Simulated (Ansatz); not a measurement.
## How many bands does the GW gap of SiO2 (Stishovite) need?

How do accuracy and time trade against each other in G0W0 on SiO2 (Stishovite)?

Main program and level: Ansatz 0.2.0; G0W0 on PBE, plane waves, PAW.

### 1. Starting point

The structure is tetragonal, space group P4_2/mnm (No. 136). The conventional cell has a = 4.177 Å, b = 4.177 Å, c = 2.665 Å, α = 90.00°, β = 90.00°, γ = 90.00°. Nearest to Si lie 6 O at 1.76 to 1.81 Å. Nearest to O lie 3 Si at 1.76 to 1.81 Å. Farther neighbours and most contacts between anions are not listed.

The cell and positions come from the Crystallography Open Database and are kept as given unless a step says otherwise.

### 2. 121 empty bands, screening to 110 eV

Now the one-shot GW correction: screening in the RPA, then the self-energy of the levels asked for. This step takes hard PAW files.

The input, input.yaml:

```yaml
crystal:
  lattice:
    - [4.1773, 0.0, 0.0]
    - [0.0, 4.1773, 0.0]
    - [0.0, 0.0, 2.6652]
  atoms:
    - { symbol: Si, position: [0.0, 0.0, 0.0] }
    - { symbol: Si, position: [0.5, 0.5, 0.5] }
    - { symbol: O, position: [0.3059, 0.3059, 0.0] }
    - { symbol: O, position: [0.1941, 0.8059, 0.5] }
    - { symbol: O, position: [0.6941, 0.6941, 0.0] }
    - { symbol: O, position: [0.8059, 0.1941, 0.5] }
kpoints:
  mp_grid: { grid: [6, 6, 8] }
hamiltonian:
  xc: pbe
  pseudopotentials: { kind: paw, source: ansatz }
scf:
  occupations: { method: fixed }
gw:
  n_empty_bands: 121
  ecut_chi: 110.0
  qp_bands: [v2, c2]
  qp_kpoints: band_edges
  screening: { model: contour_deformation }
```

Launch:

```
$ ansatz run input.yaml --threads 4 --pin off --max-ram 138240MiB --backend cuda --events-out ev --progress --plain --runs-dir out --devices 1 --max-vram 26GiB
```

Numbers of over 12 decimals in the logs are rounded to 6 here.

Log:

```text
GPUs: using 1 of 1 available (devices: 1).
Engine: ansatz 0.2.0, x86_64-unknown-linux-gnu
Pseudopotentials: kind: paw
Pseudopotential: Si, paw, valence charge 4, recommended cutoff 460 eV (normal), Si.paw.azcp
Pseudopotential: O, paw, valence charge 6, recommended cutoff 930 eV (normal), O.paw.azcp
Functional definition: PBE
  parameter kappa = 0.804
  parameter beta = 0.066725
  exchange = pbe_x(kappa = kappa, mu = beta*pi^2/3)
  correlation = pbe_c(beta = beta)
device memory: the entry about to start is reckoned to put 2.2 GiB on a device that reports 59.9 GiB free (of which the cap on the GPU budget leaves the run 26.0 GiB)
GPU FFT provider: cuFFT
GPU libraries: cuBLAS 13.8.2, cuFFT 12.4.0, cuSOLVER 12.3.4
Crystal: 6 atoms, lattice volume = 46.507 Å³
Basis set: ecut = 930 eV, 3025 PW (Γ)
Bands: 22, of which v1, the nominal top of the filled ones, is band 16 counted from 1 (15 counted from 0)
Symmetry: 16 space group operations
Space group: P42/mnm (ITA 136), of the structure as read, at distance tolerance 3.6e-5 Å
k-points: 50 of 288
Non-local potential: Si, projectors of the file, l = 0: 2, l = 1: 3, l = 2: 1
Non-local potential: O, projectors of the file, l = 0: 2, l = 1: 2, l = 2: 1
PAW form: soft (Blöchl's): semilocal exchange-correlation on the pseudo side does not see the compensation charge
PAW one-centre angular grid: Si, 110 points (default); XC on 64 Gauss nodes
PAW one-centre angular grid: O, 110 points (default); XC on 64 Gauss nodes
Initial density: superposition of atomic densities (chi_scale 0.1, normalization cell, long waves kept (reshape's long-wave potential 0.00 eV rms))
Initial wavefunctions: pseudopotential atomic-orbital guess
GPU buffer pool allocated for 69120 grid points (all kernels)
GPU transforms: local potential and band sums: pruned to the plane-wave sphere, on 45×45×30
Functional: x = pbe(κ = 0.804, μ = 0.219515), c = pbe(β = 0.066725)
SCF iter   1: F=—  HF=-3549.177830 eV  |F-HF|=—  |Δ(HF+E_count)|=         —  Δρ=1.52e-1  dr2=8.46e0  ethr=3.10e-3  ⟨swp⟩=5.0  Hψ=5403  notcnv=0  defer=199
preconditioner: auto → none  [insulator: Δε(μ)=6.775 eV  Ē_g=19.713 eV  n_scr=10 (ndim 8)  ℏωp=30.8 eV  f_vac=0.000  ε∞_Penn≈3.4]
SCF iter   2: F=—  HF=-3546.925755 eV  |F-HF|=—  |Δ(HF+E_count)|=    2.25e0  Δρ=6.80e-2  dr2=7.75e-1  ethr=3.10e-3  ⟨swp⟩=3.9  Hψ=3047  notcnv=0  defer=196
SCF iter   3: F=—  HF=-3546.768655 eV  |F-HF|=—  |Δ(HF+E_count)|=   1.57e-1  Δρ=2.50e-2  dr2=9.32e-2  ethr=2.42e-3  ⟨swp⟩=2.8  Hψ=2181  notcnv=0  defer=200
SCF iter   4: F=—  HF=-3546.792182 eV  |F-HF|=—  |Δ(HF+E_count)|=   2.35e-2  Δρ=1.45e-3  dr2=5.93e-4  ethr=2.91e-4  ⟨swp⟩=2.0  Hψ=1112  notcnv=0  defer=200
SCF iter   5: F=—  HF=-3546.792303 eV  |F-HF|=—  |Δ(HF+E_count)|=   1.21e-4  Δρ=2.95e-4  dr2=1.16e-5  ethr=1.85e-6  ⟨swp⟩=2.0  Hψ=1783  notcnv=0  defer=200
SCF iter   6: F=—  HF=-3546.792310 eV  |F-HF|=—  |Δ(HF+E_count)|=   7.33e-6  Δρ=5.98e-5  dr2=8.11e-7  ethr=3.64e-8  ⟨swp⟩=2.0  Hψ=1897  notcnv=0  defer=177
SCF iter   7: F=-3546.792310 eV  HF=-3546.792310 eV  |F-HF|=8.63e-10  |Δ(HF+E_count)|=   3.41e-8  Δρ=7.07e-6  dr2=1.64e-8  ethr=3.13e-10  ⟨swp⟩=12.6  Hψ=5921  notcnv=0
SCF 1 converged in 7 iterations: F = -3546.792310 eV  dr2 = 1.64e-8
  greatest PAW one-centre occupation: 0.515 electrons in one spin orbital (limit 2), on the O atom at site 5 (counted from 0), in its partial waves of l = 0
device memory: the entry about to start is reckoned to put 2.2 GiB (of the 2.5 GiB reckoned in all, the device holds 0.3 GiB already) on a device that reports 59.6 GiB free (of which the cap on the GPU budget leaves the run 25.8 GiB)
NSCF: frozen V_eff on 50 k-points, pencils in batches of 32, up to order 88
the band table was solved once the SCF had ended and its energy, with any forces and stress, was formed, with the checks that follow a solve (6100 applications of the Hamiltonian). They found nothing against the state; the energy, forces and stress were not computed again (output.eigenvalues in the input reference)
device memory: the entry about to start is reckoned to put 5.5 GiB on a device that reports 59.9 GiB free (of which the cap on the GPU budget leaves the run 26.0 GiB)
NSCF: frozen V_eff on 50 k-points
G₀W₀ screening: q 1/50
[... further progress lines ...]
SCF converged after 7 iterations
Free energy (F): -3546.792310 eV
Harris-Foulkes:  -3546.792310 eV  (|F-HF|=8.63e-10)
Internal energy: -3546.792310 eV  (E = F + TS)
E sigma→0 (E₀):  -3546.792310 eV
Fermi energy:    10.596227 eV
--- Per-component energies (eV) ---
  E_band       = 66.529345
  E_kinetic    = 1084.626770
  E_local      = -1631.483285  (includes V_loc(G=0)·N_el)
  E_nonlocal   = 382.425422
  E_hartree    = 437.016279
  E_xc         = -483.355293
  E_vxc        = -560.858898  (∫ρ·V_xc dr)
  E_paw        = -1595.831651  (= ΣΔE_a)
  E_vpaw       = -82.213668  (= ΣTr[D̂ρ^β])
  E_aug_tail   = 0.000001  (compensation charges beyond the density's cutoff)
  E_ewald      = -1740.190554
  E_smearing   = -0.000000  (= −TS)
  E_closure    = -0.000000  (closes the sum)
  Σ components = -3546.792310   (vs F -3546.792310, Δ=0.00e0)
--- Band table (eV; the first three rows and the last of 50) ---
  k-point 0: bands = [... 12 lower, 8.0906, 9.7152, 9.7152, 10.5962, 16.2229, 17.3316, 19.1264, 19.1264, ... 2 higher]
  k-point 1: bands = [... 12 lower, 7.3707, 9.5628, 9.5628, 10.4067, 16.9481, 18.4257, 20.0177, 20.0177, ... 2 higher]
  k-point 2: bands = [... 12 lower, 6.1937, 9.0828, 9.0828, 9.8048, 18.0969, 20.4828, 20.8235, 21.8964, ... 2 higher]
  k-point 49: bands = [... 12 lower, 8.8355, 8.8355, 9.0380, 9.0380, 17.7896, 17.7896, 21.6438, 21.6438, ... 2 higher]
--- G₀W₀: contour deformation, 5 samples at zero and on the imaginary axis and 2 off it, 288 q-points, 121 empty bands' worth ---
  eigenvalues of the whole cell's RPA ε∞ on this k-mesh (on a slab, of 1 + 4πα/V) = 3.2553, 3.2553, 3.4122; static W/v taken at q = 0 is 0.301563
  bands read: the sum over 137 bands ends inside a degenerate multiplet in 24 slots, whose members it reads at an even weight; the widest, k=2: bands 137 to 138 (counted from 1) at 1/2 each
  gw.qp_kpoints: band_edges: 8 of 50 stored k-points solved, in 1 pass; an edge of the gap read off the rows below is read off those points alone
    valence top: of the k-points left out ik 10 came nearest to being solved in a further pass, in band 16 (counted from 1, as in the quasiparticle table): it holds the edge there only if its correction is more favourable than any solved in that band by at least 0.732 eV; those differ by 0.341 eV
    conduction bottom: of the k-points left out ik 25 came nearest to being solved in a further pass, in band 17 (counted from 1, as in the quasiparticle table): it holds the edge there only if its correction is more favourable than any solved in that band by at least 1.358 eV; those differ by 0.177 eV
    ik  band        ε_KS         Σx   Σc(E_QP)       V_xc       Z   E_QP_lin       E_QP  E_QP is
     0    15      9.7152   -27.7771     4.6189   -22.0641  0.8169     8.6142     8.6210  root
     0    16     10.5962   -28.2576     4.8909   -22.2700  0.8144     9.4926     9.4996  root
     0    17     16.2229   -13.8710    -4.3061   -19.8421  0.8484    17.8995    17.8879  root
     0    18     17.3316    -7.5970    -4.4970   -13.5266  0.8624    18.7729    18.7642  root
     1    15      9.5628   -27.6625     4.6462   -21.8966  0.8164     8.4358     8.4430  root
     1    16     10.4067   -28.0900     4.9102   -22.0441  0.8141     9.2633     9.2709  root
     1    17     16.9481   -14.1762    -4.3382   -20.3057  0.8445    18.7534    18.7393  root
     1    18     18.4257    -8.5423    -4.6035   -14.7596  0.8551    20.0516    20.0395  root
     5    15      9.6664   -27.7419     4.6416   -21.9932  0.8165     8.5523     8.5593  root
     5    16     10.3790   -28.0186     4.8678   -22.0229  0.8144     9.2435     9.2510  root
     5    17     16.6631   -13.9756    -4.2927   -19.9831  0.8464    18.3903    18.3778  root
     5    18     17.5755    -7.8162    -4.5253   -13.8099  0.8609    19.0532    19.0439  root
     6    15      9.5059   -27.6130     4.6690   -21.8085  0.8160     8.3628     8.3704  root
     6    16     10.2596   -27.9722     4.8947   -21.9265  0.8141     9.1007     9.1086  root
     6    17     17.2712   -14.0704    -4.3829   -20.2769  0.8435    19.1098    19.0949  root
     6    18     18.6334    -8.7586    -4.6414   -15.0514  0.8535    20.2978    20.2848  root
    20    15      9.4565   -27.5640     4.7005   -21.7037  0.8156     8.2887     8.2966  root
    20    16     10.1965   -27.8598     4.8496   -21.8600  0.8144     9.0384     9.0463  root
    20    17     16.9501   -13.4547    -4.3326   -19.5206  0.8466    18.6964    18.6833  root
    20    18     17.8240    -8.5352    -4.5444   -14.6081  0.8577    19.3628    19.3524  root
    21    15      9.3578   -27.5076     4.7201   -21.6129  0.8152     8.1749     8.1832  root
    21    16     10.1386   -27.8934     4.8746   -21.8613  0.8141     8.9731     8.9811  root
    21    17     17.5011   -13.7580    -4.4315   -20.0320  0.8433    19.3590    19.3435  root
    21    18     18.8323    -9.2838    -4.6757   -15.6623  0.8508    20.5493    20.5351  root
    45    15      8.3139   -26.6351     5.1002   -20.0973  0.8080     6.8618     6.8764  root
    45    16      8.3139   -26.6351     5.1002   -20.0973  0.8080     6.8618     6.8764  root
    45    17     18.0515   -10.9161    -4.6777   -17.3715  0.8487    19.8443    19.8292  root
    45    18     18.0515   -10.9161    -4.6777   -17.3715  0.8487    19.8443    19.8292  root
    49    15      9.0380   -27.4277     5.0752   -21.0231  0.8100     7.6970     7.7087  root
    49    16      9.0380   -27.4277     5.0752   -21.0231  0.8100     7.6970     7.7087  root
    49    17     17.7896   -11.7996    -4.4954   -18.0814  0.8499    19.5904    19.5761  root
    49    18     17.7896   -11.7996    -4.4954   -18.0814  0.8499    19.5904    19.5761  root
```

It took 46 s on 1 × NVIDIA H100 80GB HBM3 (shared by 3 runs) with 4 threads of AMD EPYC 7R13 (Zen 3), shared host; peak memory 1.5 GiB.

This step gave:

* bands summed: 137
* RPA ε∞ on this mesh (eigenvalues): 3.255, 3.255, 3.412
* plane waves in the screening matrix: 129
* q-points in the mesh: 288
* G0W0 gap on the mesh: 8.388 eV
* k of the valence top: 0, 0, 0
* k of the conduction bottom: 0, 0, 0
* starting gap on the mesh: 5.627 eV
* Z at the valence top: 0.8144
* Z at the conduction bottom: 0.8484
* least direct G0W0 gap on the computed points: 8.388 eV

The gap on the mesh goes from 5.63 eV to 8.39 eV, a correction of +2.76 eV. Between the two edge states, bare exchange in place of the xc potential would open the gap by 11.96 eV, and correlation takes back 9.20 eV.

### 3. 276 empty bands, screening to 190 eV

Another rung: the empty bands reach about as high as the screening cutoff, so the two stay in balance.

input.yaml, as its differences from that of step 2:

```diff
@@ -20,4 +20,4 @@
 gw:
-  n_empty_bands: 121
-  ecut_chi: 110.0
+  n_empty_bands: 276
+  ecut_chi: 190.0
   qp_bands: [v2, c2]
```

Log:

```text
GPUs: using 1 of 1 available (devices: 1).
[...]
GPU FFT provider: cuFFT
GPU libraries: cuBLAS 13.8.2, cuFFT 12.4.0, cuSOLVER 12.3.4
Crystal: 6 atoms, lattice volume = 46.507 Å³
Basis set: ecut = 930 eV, 3025 PW (Γ)
Bands: 22, of which v1, the nominal top of the filled ones, is band 16 counted from 1 (15 counted from 0)
Symmetry: 16 space group operations
[...]
k-points: 50 of 288
[...]
GPU buffer pool allocated for 69120 grid points (all kernels)
[...]
SCF iter   1: F=—  HF=-3549.177830 eV  |F-HF|=—  |Δ(HF+E_count)|=         —  Δρ=1.52e-1  dr2=8.46e0  ethr=3.10e-3  ⟨swp⟩=5.0  Hψ=5403  notcnv=0  defer=199
[...]
SCF iter   7: F=-3546.792310 eV  HF=-3546.792310 eV  |F-HF|=8.63e-10  |Δ(HF+E_count)|=   3.41e-8  Δρ=7.07e-6  dr2=1.64e-8  ethr=3.13e-10  ⟨swp⟩=12.6  Hψ=5921  notcnv=0
SCF 1 converged in 7 iterations: F = -3546.792310 eV  dr2 = 1.64e-8
[...]
NSCF: frozen V_eff on 50 k-points, pencils in batches of 32, up to order 88
[...]
NSCF: frozen V_eff on 50 k-points
G₀W₀ screening: q 1/50
[... further progress lines ...]
SCF converged after 7 iterations
Free energy (F): -3546.792310 eV
[...]
Internal energy: -3546.792310 eV  (E = F + TS)
E sigma→0 (E₀):  -3546.792310 eV
Fermi energy:    10.596227 eV
[...]
--- Band table (eV; the first three rows and the last of 50) ---
  k-point 0: bands = [... 12 lower, 8.0906, 9.7152, 9.7152, 10.5962, 16.2229, 17.3316, 19.1264, 19.1264, ... 2 higher]
  k-point 1: bands = [... 12 lower, 7.3707, 9.5628, 9.5628, 10.4067, 16.9481, 18.4257, 20.0177, 20.0177, ... 2 higher]
  k-point 2: bands = [... 12 lower, 6.1937, 9.0828, 9.0828, 9.8048, 18.0969, 20.4828, 20.8235, 21.8964, ... 2 higher]
  k-point 49: bands = [... 12 lower, 8.8355, 8.8355, 9.0380, 9.0380, 17.7896, 17.7896, 21.6438, 21.6438, ... 2 higher]
[...]
0    15      9.7152   -27.7771     4.2299   -22.0641  0.8129     8.2194     8.2320  root
     0    16     10.5962   -28.2576     4.5063   -22.2700  0.8104     9.1021     9.1149  root
     0    17     16.2229   -13.8710    -4.4694   -19.8421  0.8450    17.7337    17.7246  root
     0    18     17.3316    -7.5970    -4.6581   -13.5266  0.8620    18.6098    18.6031  root
     1    15      9.5628   -27.6625     4.2630   -21.8966  0.8125     8.0466     8.0598  root
     1    16     10.4067   -28.0900     4.5327   -22.0441  0.8101     8.8798     8.8934  root
     1    17     16.9481   -14.1762    -4.5419   -20.3057  0.8411    18.5463    18.5357  root
     1    18     18.4257    -8.5423    -4.8024   -14.7596  0.8543    19.8497    19.8406  root
[...]
49    15      9.0380   -27.4277     4.7374   -21.0231  0.8063     7.3523     7.3708  root
    49    16      9.0380   -27.4277     4.7374   -21.0231  0.8063     7.3523     7.3708  root
    49    17     17.7896   -11.7996    -4.7141   -18.0814  0.8478    19.3681    19.3574  root
    49    18     17.7896   -11.7996    -4.7141   -18.0814  0.8478    19.3681    19.3574  root
```

Wall time 74 s (1 × NVIDIA H100 80GB HBM3 (shared by 3 runs) with 4 threads); peak memory 2.5 GiB; 2.2 min of CPU time.

This step gave:

```yaml
bands_summed: 292
rpa_eps_infinity_on_this_mesh_eigenvalues: 3.218, 3.218, 3.377
plane_waves_in_the_screening_matrix: 265
q_points_in_the_mesh: 288
g0w0_gap_on_the_mesh: 8.610 eV
k_of_the_valence_top: 0, 0, 0
k_of_the_conduction_bottom: 0, 0, 0
starting_gap_on_the_mesh: 5.627 eV
z_at_the_valence_top: 0.8104
z_at_the_conduction_bottom: 0.8450
least_direct_g0w0_gap_on_the_computed_points: 8.610 eV
```

Against the run with 6×6×8 mesh, 121 empty bands, screening to 110 eV, hard PAW files, the gap moves by +0.22 eV.

### 4. 468 empty bands, screening to 270 eV

input.yaml, as its differences from that of step 3:

```diff
@@ -20,4 +20,4 @@
 gw:
-  n_empty_bands: 276
-  ecut_chi: 190.0
+  n_empty_bands: 468
+  ecut_chi: 270.0
   qp_bands: [v2, c2]
```

Log:

```text
GPUs: using 1 of 1 available (devices: 1).
[...]
GPU FFT provider: cuFFT
GPU libraries: cuBLAS 13.8.2, cuFFT 12.4.0, cuSOLVER 12.3.4
Crystal: 6 atoms, lattice volume = 46.507 Å³
Basis set: ecut = 930 eV, 3025 PW (Γ)
Bands: 22, of which v1, the nominal top of the filled ones, is band 16 counted from 1 (15 counted from 0)
Symmetry: 16 space group operations
[...]
k-points: 50 of 288
[...]
1    18     18.4257    -8.5423    -4.8869   -14.7596  0.8540    19.7641    19.7561  root
[...]
49    15      9.0380   -27.4277     4.5433   -21.0231  0.8047     7.1533     7.1767  root
    49    16      9.0380   -27.4277     4.5433   -21.0231  0.8047     7.1533     7.1767  root
    49    17     17.7896   -11.7996    -4.8286   -18.0814  0.8472    19.2519    19.2428  root
    49    18     17.7896   -11.7996    -4.8286   -18.0814  0.8472    19.2519    19.2428  root
[key lines of the parts left out:]
SCF converged after 7 iterations
Free energy (F): -3546.792310 eV
Fermi energy:    10.596227 eV
```

Elapsed: 2.3 min, on 1 × NVIDIA H100 80GB HBM3 (shared by 3 runs) with 4 threads; peak memory 4.1 GiB; 4.5 min of CPU time.

Numbers from this step:

* bands summed: 484
* RPA ε∞ on this mesh (eigenvalues): 3.213, 3.213, 3.368
* plane waves in the screening matrix: 471
* G0W0 gap on the mesh: 8.700 eV
* k of the valence top: 0, 0, 0
* k of the conduction bottom: 0, 0, 0
* starting gap on the mesh: 5.627 eV
* least direct G0W0 gap on the computed points: 8.700 eV

Against the run with 6×6×8 mesh, 276 empty bands, screening to 190 eV, hard PAW files, the gap moves by +0.09 eV.

(Part 1 of 2 ends here.)

[Paths, hosts, dates, memory and timing lines, banners, echoed tables and standing remarks are left out of the program output.]

[Logs are printed without paths, hosts, clocks, repeated set-up lines and the standing remarks that a program may print on its own settings, such as how far it seeks lower states.]

[Runs of the session that timed out or met a known fault of the program may be left out.]

[Cells called generated may have been cut or substituted from an entry of the Crystallography Open Database or the Materials Project.]

[Hosts, paths, dates, database ids (printed as entryN), source tags and the programs' standing remarks are cut or masked in the printed files.]
